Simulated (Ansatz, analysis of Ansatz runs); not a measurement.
# MnBr2 (P-3m1): does an added hole stay on Mn?, part 2 of 2

Aim: the energy barrier that a trapped hole meets when it moves from one Mn atom to another one nearby in MnBr2 (P-3m1). The model is a cell of 72 host atoms.

Ansatz 0.2.0; plane-wave PAW DFT, PBEsol+U; relaxation of all atoms of a supercell at fixed charge in a uniform background; PAW set soft_1.

So far. Step 2 (The cell without the carrier): The largest displacement from an ideal site is 0.014 Å.

### 3. The hole on the first site

The nearest neighbour or neighbours of the site start displaced and the site's starting moment is changed by the carrier's spin, since a carrier doesn't trap itself in the undistorted lattice.

A.relax/input.yaml

```yaml
crystal:
  lattice:
    - [11.58698648, 6.68974965, 0.0]
    - [-11.58698638, 6.68974982, 0.0]
    - [0.0, 0.0, 13.11763908]
  atoms:
    - { symbol: Mn, position: [-0.000343, -0.000341, -0.000708], spin: 5.0 }
    - { symbol: Mn, position: [0.166056, 0.332655, 6.4e-05], spin: 5.0 }
    - { symbol: Mn, position: [0.333092, 0.166587, -0.000457], spin: 5.0 }
    - { symbol: Br, position: [-0.000681, 0.3327, 0.115845] }
    - { symbol: Br, position: [0.166227, 0.166026, 0.115729] }
    - { symbol: Br, position: [0.333012, 2.9e-05, 0.116077] }
    - { symbol: Br, position: [2.6e-05, 0.16694, 0.383769] }
    - { symbol: Br, position: [0.166691, 0.000241, 0.383882] }
    - { symbol: Br, position: [0.339705, 0.339656, 0.388059] }
    - { symbol: Mn, position: [-6.7e-05, 0.000247, 0.499713], spin: 5.0 }
    - { symbol: Mn, position: [0.166854, 0.33342, 0.499989], spin: 5.0 }
    - { symbol: Mn, position: [0.333316, 0.166816, 0.500075], spin: 5.0 }
    - { symbol: Br, position: [-3.8e-05, 0.333405, 0.615634] }
    - { symbol: Br, position: [0.166548, 0.166695, 0.616049] }
    - { symbol: Br, position: [0.333368, 4.9e-05, 0.615922] }
    - { symbol: Br, position: [-0.00061, 0.166327, 0.883572] }
    - { symbol: Br, position: [0.166534, -0.000348, 0.883676] }
    - { symbol: Br, position: [0.332937, 0.333233, 0.883821] }
    - { symbol: Mn, position: [-0.000256, 0.499639, -8.0e-06], spin: 5.0 }
    - { symbol: Mn, position: [0.166515, 0.833135, 0.000183], spin: 5.0 }
    - { symbol: Mn, position: [0.333144, 0.666425, 2.0e-05], spin: 5.0 }
    - { symbol: Br, position: [-0.000165, 0.833317, 0.115854] }
    - { symbol: Br, position: [0.166412, 0.666319, 0.116053] }
    - { symbol: Br, position: [0.33291, 0.499587, 0.115881] }
    - { symbol: Br, position: [0.000155, 0.666849, 0.383664] }
    - { symbol: Br, position: [0.166925, 0.500108, 0.383864] }
    - { symbol: Br, position: [0.333297, 0.833398, 0.384082] }
    - { symbol: Mn, position: [0.000183, 0.50017, 0.49963], spin: 5.0 }
    - { symbol: Mn, position: [0.166537, 0.833477, 0.499945], spin: 5.0 }
    - { symbol: Mn, position: [0.333346, 0.666722, 0.500053], spin: 5.0 }
    - { symbol: Br, position: [-7.9e-05, 0.833641, 0.615835] }
    - { symbol: Br, position: [0.166591, 0.666769, 0.615909] }
    - { symbol: Br, position: [0.339773, 0.500063, 0.611656] }
    - { symbol: Br, position: [3.5e-05, 0.666455, 0.883928] }
    - { symbol: Br, position: [0.166422, 0.499599, 0.884136] }
    - { symbol: Br, position: [0.333013, 0.833043, 0.884053] }
    - { symbol: Mn, position: [0.499521, -0.000312, 0.00023], spin: 5.0 }
    - { symbol: Mn, position: [0.666277, 0.33314, -1.1e-05], spin: 5.0 }
    - { symbol: Mn, position: [0.832609, 0.166299, -0.000435], spin: 5.0 }
    - { symbol: Br, position: [0.499581, 0.333145, 0.115915] }
    - { symbol: Br, position: [0.666237, 0.166436, 0.116007] }
    - { symbol: Br, position: [0.833178, -0.000102, 0.115621] }
    - { symbol: Br, position: [0.500048, 0.16674, 0.384164] }
    - { symbol: Br, position: [0.666536, -0.000238, 0.38387] }
    - { symbol: Br, position: [0.833377, 0.333501, 0.383722] }
    - { symbol: Mn, position: [0.500083, -1.8e-05, 0.499969], spin: 5.0 }
    - { symbol: Mn, position: [0.666871, 0.333585, 0.499947], spin: 5.0 }
    - { symbol: Mn, position: [0.833154, 0.166671, 0.499654], spin: 5.0 }
    - { symbol: Br, position: [0.500102, 0.339714, 0.611613] }
    - { symbol: Br, position: [0.666724, 0.166808, 0.61592] }
    - { symbol: Br, position: [0.833327, 0.000191, 0.615906] }
    - { symbol: Br, position: [0.499726, 0.166386, 0.88386] }
    - { symbol: Br, position: [0.665908, -0.000566, 0.883929] }
    - { symbol: Br, position: [0.832897, 0.333212, 0.883811] }
    - { symbol: Mn, position: [0.499789, 0.499864, -9.4e-05], spin: 5.0 }
    - { symbol: Mn, position: [0.666393, 0.833049, 0.000176], spin: 5.0 }
    - { symbol: Mn, position: [0.833347, 0.6666, -0.000312], spin: 5.0 }
    - { symbol: Br, position: [0.499734, 0.833083, 0.116209] }
    - { symbol: Br, position: [0.666614, 0.666426, 0.115953] }
    - { symbol: Br, position: [0.833079, 0.499858, 0.115857] }
    - { symbol: Br, position: [0.500135, 0.660676, 0.388235] }
    - { symbol: Br, position: [0.66068, 0.500192, 0.38793] }
    - { symbol: Br, position: [0.833276, 0.833578, 0.383771] }
    - { symbol: Mn, position: [0.500197, 0.500145, 0.499663], spin: 4.0 }
    - { symbol: Mn, position: [0.666584, 0.833277, 0.500261], spin: 5.0 }
    - { symbol: Mn, position: [0.833494, 0.666973, 0.499565], spin: 5.0 }
    - { symbol: Br, position: [0.499946, 0.833305, 0.616213] }
    - { symbol: Br, position: [0.660615, 0.660421, 0.61166] }
    - { symbol: Br, position: [0.833666, 0.500377, 0.615679] }
    - { symbol: Br, position: [0.499804, 0.666519, 0.883946] }
    - { symbol: Br, position: [0.666494, 0.499892, 0.883891] }
    - { symbol: Br, position: [0.832861, 0.832967, 0.883616] }
total_charge: 1
basis:
  ecutwfc: 420
  xc_grid: 2
hamiltonian:
  xc: pbesol
  hubbard:
    sites: [{ species: Mn, l: d, u_eff: 5.0 }]
    projectors: ortho-atomic
  pseudopotentials: { kind: paw, azcp: { folder: soft_1 }, xc_functional: pbe }
kpoints:
  mp_grid: { grid: [1, 1, 1] }
magnetization:
  spin_polarized: true
  initial_magnetization: 119
  spin_locking: { lock_magnetization: hard }
scf:
  occupations: { method: fermi_dirac, width: 0.01 }
  max_iter: 120
  lower_state_search: "off"
output:
  forces: true
relax:
  f_tol: 0.015
  max_steps: 70
  escape_saddle: false
checkpoint:
  write: "../A.relax.run"
  compress: false
  write_wavefunctions: true
  write_every: 100000
```

Launch:

```sh
$ ansatz run input.yaml --threads 4 --pin off --max-ram 17899MiB --backend cpu --events-out ev --progress --plain --runs-dir out
```

Numbers of over 12 decimals in the logs are rounded to 6 here.

The program printed:

```text
[...]
Crystal: 72 atoms, lattice volume = 2033.602 Å³
Basis set: ecut = 420 eV, 39799 PW (Γ), exchange–correlation on 180×180×180 points (8 copies of the dense FFT grid, shifted against one another)
Bands: 489, of which v1, the nominal top of the filled ones, is band 348 counted from 1 (347 counted from 0)
Symmetry: 1 space group operations
[...]
k-points: 1
[...]
Starting moments: Σ|m| = 119 μB on 24 of 72 sites
[...]
SCF iter   1: F=—  HF=-224336.926818 eV  |F-HF|=—  |Δ(HF+E_count)|=         —  Δρ=1.41e-1 (↑4.82e-2 ↓1.41e-1)  dr2=1.06e3  dr2_m=4.20e1  M=119.000 μB ∫|m|=119.135 μB  β_m=0.30  ethr=3.10e-3  ⟨swp⟩=6.0  Hψ=3608  notcnv=0  defer=73
[...]
spin=Collinear: Resta preconditioning applied to the charge; magnetization (m = ρ↑ − ρ↓) channel mixes plain (no charge-response kernel on spin).
SCF iter   2: F=—  HF=-224243.212702 eV  |F-HF|=—  |Δ(HF+E_count)|=    9.37e1  Δρ=2.65e-2 (↑2.65e-2 ↓2.45e-2)  dr2=5.80e1  dr2_m=1.92e0  M=119.000 μB ∫|m|=119.035 μB  β_m=0.29  ethr=3.10e-3  ⟨swp⟩=4.0  Hψ=2683  notcnv=0  defer=154
[...]
SCF iter  16: F=-224236.855452 eV  HF=-224236.855453 eV  |F-HF|=5.91e-7  |Δ(HF+E_count)|=   3.12e-7  Δρ=5.47e-6 (↑5.47e-6 ↓3.46e-6)  dr2=4.58e-6  dr2_m=5.57e-8  M=119.000 μB ∫|m|=119.112 μB  ethr=8.09e-10  ⟨swp⟩=2.0  Hψ=2680  notcnv=0
SCF 1 converged in 16 iterations: F = -224236.855452 eV  dr2 = 4.58e-6
[...]
relax step   1: F+E_penalty+E_count = -224236.85545199 eV  Δ(F+E_penalty+E_count) = +0.000e0 eV  max|allowed force component| = 4.425e-1 eV/Å  Δτ_max = 0.0000 Å  (16 SCF iters, dr2 threshold 5.63e-6 eV, accepted)
[...]
relax step   2: F+E_penalty+E_count = -224236.98273263 eV  Δ(F+E_penalty+E_count) = -1.273e-1 eV  max|allowed force component| = 2.241e-1 eV/Å  Δτ_max = 0.1431 Å  (8 SCF iters, dr2 threshold 1.22e-5 eV, accepted)
relax step   3: F+E_penalty+E_count = -224237.02124437 eV  Δ(F+E_penalty+E_count) = -3.851e-2 eV  max|allowed force component| = 4.334e-3 eV/Å  Δτ_max = 0.0493 Å  (7 SCF iters, dr2 threshold 3.14e-6 eV, accepted)
[...]
SCF iter   4: F=-224237.021245 eV  HF=-224237.021245 eV  |F-HF|=3.44e-8  |Δ(HF+E_count)|=   2.21e-7  Δρ=3.88e-7 (↑3.88e-7 ↓3.52e-7)  dr2=2.99e-8  dr2_m=1.09e-10  M=119.000 μB ∫|m|=119.103 μB  ethr=1.44e-11  ⟨swp⟩=2.0  Hψ=2402  notcnv=0
SCF 4 converged in 4 iterations: F = -224237.021245 eV  dr2 = 2.99e-8
relax step   4: F+E_penalty+E_count = -224237.02124483 eV  Δ(F+E_penalty+E_count) = -4.612e-7 eV  max|allowed force component| = 4.352e-3 eV/Å  Δτ_max = 0.0000 Å  (4 SCF iters, accepted)
NSCF: frozen V_eff on 1 k-points
[...]
SCF converged after 4 iterations
Magnetization: 119.0000 μB (407.0000 up, 288.0000 down)
Absolute magnetization: 119.1029 μB (∫|ρ↑−ρ↓|, with the PAW one-centre terms)
[...]
Per-site moments (μB) at R_I (Å): [(4.575563, 1.113286), (4.575549, 1.113279), (4.575575, 1.113291), [... 69 left out ...]
Free energy (F): -224237.021245 eV
[...]
Internal energy: -224237.007137 eV  (E = F + TS)
E sigma→0 (E₀):  -224237.014191 eV
Entropy (-TS):   -0.014108 eV (-0.196 meV/atom)
Fermi energy:    3.604993 (↑ 3.604993, ↓ 5.191241) eV
[...]
--- Forces (eV/Å), atoms counted from 1 ---
  atom   1  Mn     0.00011055     0.00012307     0.00199742
  atom   2  Mn    -0.00018948    -0.00005457    -0.00102352
  [... 27 atoms left out ...]
  atom  30  Mn     0.00156897     0.00010120    -0.00043040
  [... 2 atoms left out ...]
  atom  33  Br    -0.00134029    -0.00078480    -0.00431334
  [... 27 atoms left out ...]
  atom  61  Br    -0.00191791     0.00093688     0.00432504
  atom  62  Br     0.00201026     0.00110198     0.00422248
  atom  63  Br    -0.00064127    -0.00001001    -0.00032175
  atom  64  Mn     0.00033934     0.00014952     0.00096775
  atom  65  Mn     0.00045943    -0.00085129    -0.00162055
  atom  66  Mn    -0.00050132    -0.00095079     0.00098471
  atom  67  Br    -0.00026938    -0.00007969     0.00054603
  atom  68  Br     0.00036594     0.00180987    -0.00418929
  [... 4 atoms left out ...]
  max |Σ_I F_I| component: 5.84e-6 eV/Å
--- Band table (eV) ---
[...]
Occupation matrices written to <dir>
--- Relaxed structure (4 steps of the walk, 4 accepted, 0 SCFs on fresh bases) ---
  F+E_penalty+E_count = -224237.02124483 eV   max|allowed force component| = 4.352e-3 eV/Å
  atoms:
    - { symbol: Mn, position: [-0.000245, -0.000181, -0.000265] }
    - { symbol: Mn, position: [0.166445, 0.333169, -9.930382017967854e-5] }
    [... 27 atoms left out ...]
    - { symbol: Mn, position: [0.333329, 0.666687, 0.499915] }
    [... 2 atoms left out ...]
    - { symbol: Br, position: [0.333371, 0.500051, 0.615941] }
    [... 27 atoms left out ...]
    - { symbol: Br, position: [0.499975, 0.666668, 0.383856] }
    - { symbol: Br, position: [0.666541, 0.500022, 0.383807] }
    - { symbol: Br, position: [0.833279, 0.833353, 0.383928] }
    - { symbol: Mn, position: [0.499950, 0.500047, 0.499839] }
    - { symbol: Mn, position: [0.666613, 0.833311, 0.499950] }
    - { symbol: Mn, position: [0.833231, 0.666662, 0.499809] }
    - { symbol: Br, position: [0.499972, 0.833378, 0.615836] }
    - { symbol: Br, position: [0.666569, 0.666621, 0.615907] }
    [... 4 atoms left out ...]
```

Elapsed: 3.4 min, on 4 threads of Arm Neoverse V2, shared host; peak memory 5.1 GiB; 13 min of CPU time.

The steps of the relaxation:

| step | energy less that of the first step (eV) | largest force component (eV/Å) |
| --- | --- | --- |
| 1 | 0.0000 | 0.4425 |
| 2 | -0.1273 | 0.2241 |
| 3 | -0.1658 | 0.0043 |
| 4 | -0.1658 | 0.0044 |

The atoms that moved most (Å):

| atom | dx | dy | dz | length |
| --- | --- | --- | --- | --- |
| Br33 | -0.074 | -0.043 | 0.056 | 0.102 |
| Br9 | -0.002 | -0.084 | -0.055 | 0.101 |
| Br49 | 0.071 | -0.043 | 0.056 | 0.100 |
| Br61 | -0.071 | 0.039 | -0.057 | 0.100 |
| Br68 | -0.003 | 0.081 | 0.056 | 0.099 |
| Br62 | 0.070 | 0.038 | -0.054 | 0.096 |
| Mn39 | 0.004 | 0.005 | 0.003 | 0.007 |
| Mn2 | -0.001 | 0.006 | -0.002 | 0.007 |

The moves above count from the input, in which the site's nearest neighbours were already displaced; the distances below compare with the cell without the carrier.

Distances from Mn64 without and with the hole:

| atom | without (Å) | with (Å) |
| --- | --- | --- |
| Br61 | 2.70 | 2.70 |
| Br9 | 2.70 | 2.70 |
| Br62 | 2.70 | 2.70 |
| Br68 | 2.70 | 2.70 |
| Br49 | 2.70 | 2.70 |
| Br33 | 2.70 | 2.70 |

The largest changes of the moments are -0.01 μB on Br61, -0.01 μB on Br68 and -0.01 μB on Br62. The carrier did not stay on the chosen site.

### 4. Results

```
carrier trapped on the chosen site     : no
size of the moment change on that site : 0.01 μB
```

**Reading.** With PBEsol+U (5 eV) (Mn d 5.0 eV) the hole does not stay on the chosen Mn atom: it is spread over more than 30 atoms in effect, so no hop between such sites was computed. The magnetic order was assumed and need not be the ground state; parallel spins on neighbours help a carrier to spread. The search for lower electronic states was switched off. Another U, a hybrid or another start may give another answer. Limits: sampling at the zone centre alone can move energies of charged and open-shell states by tenths of an eV or more in cells of this size; gap and trapping depend on the U chosen (Mn d 5.0 eV).

[Logs are printed without paths, hosts, clocks, repeated set-up lines and the standing remarks that a program may print on its own settings, such as how far it seeks lower states.]

[Hosts, paths, dates, database ids (printed as entryN), source tags and the programs' standing remarks are cut or masked in the printed files.]
